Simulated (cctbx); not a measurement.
# Symmetry from intensities

Cell: a = 8.5450 Å, b = 11.9120 Å, c = 13.3220 Å, α = 90.00°, β = 108.37°, γ = 90.00°. Expected content of the cell: Tm8 Dy8 Te16 S8.

Simulated single-crystal data (cctbx): synchrotron X-rays, λ = 0.6889 Å, to d = 0.6 Å, 50 % of the full sphere, strongest reflection 5000 counts, noise from counting, a 1.5 % proportional error and a noise floor of 2 counts (s.d.); no absorption.

Tests on the unmerged data give:

```text
12552 reflections to d = 0.600 A
centring   violations  <I/sigma> of those
    A       1192 of  6284      1.8
    B       1192 of  6300      1.8
    C          0 of  6372     -0.0
    I       1099 of  6292      1.8
    R       1401 of  8403      2.0
    F       1192 of  9478      1.2
Laue class    unique    Rint  (classes that these axes allow; Friedel mates merged)
C 1 2/m 1        3001   0.060
space group    extra absences  I>4sigma  <I/sigma>
C 1 2 1                 0          0         -  acentric
C 1 m 1                 0          0         -  acentric
C 1 c 1               121          0      -0.2  acentric
C 1 n 1               121          0      -0.2  acentric
C 1 2/m 1               0          0         -  centric
C 1 2/c 1             121          0      -0.2  centric
C 1 2/n 1             121          0      -0.2  centric
Wilson B = 0.74 A^2   <|E^2-1|> = 1.280 (0.968 centric, 0.736 acentric)   E^2>4: 5.8 %
shell (A)         n   <I/sigma>
12.65 - 1.20    373      9.2
 1.20 - 0.95    381      6.2
 0.95 - 0.83    383      6.1
 0.83 - 0.76    380      5.5
 0.76 - 0.70    373      4.9
 0.70 - 0.66    359      4.0
 0.66 - 0.63    397      3.8
 0.63 - 0.60    355      3.2
```

**Question.** What are the lattice type, the Laue class and the likely space group?

The reflections that C centring forbids are absent (⟨I/σ⟩ near 0), so the lattice is C.

Only C 1 2/m 1 fits these axes (Rint 0.060); a search for a hidden higher lattice was not made.

7 settings pass the absence test. The most absences obeyed, 121, belong to C 1 c 1, C 1 n 1, C 1 2/c 1 and C 1 2/n 1, which absences can't tell apart.

⟨|E²−1|⟩ = 1.280 is above even the centric ideal, a mark of pseudo-translation (a class of systematically weak reflections). The Wilson B of 0.74 Å² means U ≈ 0.0094 Å².

The true group is C2/c (no. 15), Laue class 2/m, centrosymmetric. The tables only narrow the choice to the tied entries; cell content, site symmetry and trial solutions must settle it.

The model was made for the exercise: a known structure type with other elements put in, its volume estimated, not relaxed; displacement parameters are assumed.

[Logs are printed without paths, hosts, clocks, repeated set-up lines and the standing remarks that a program may print on its own settings, such as how far it seeks lower states.]
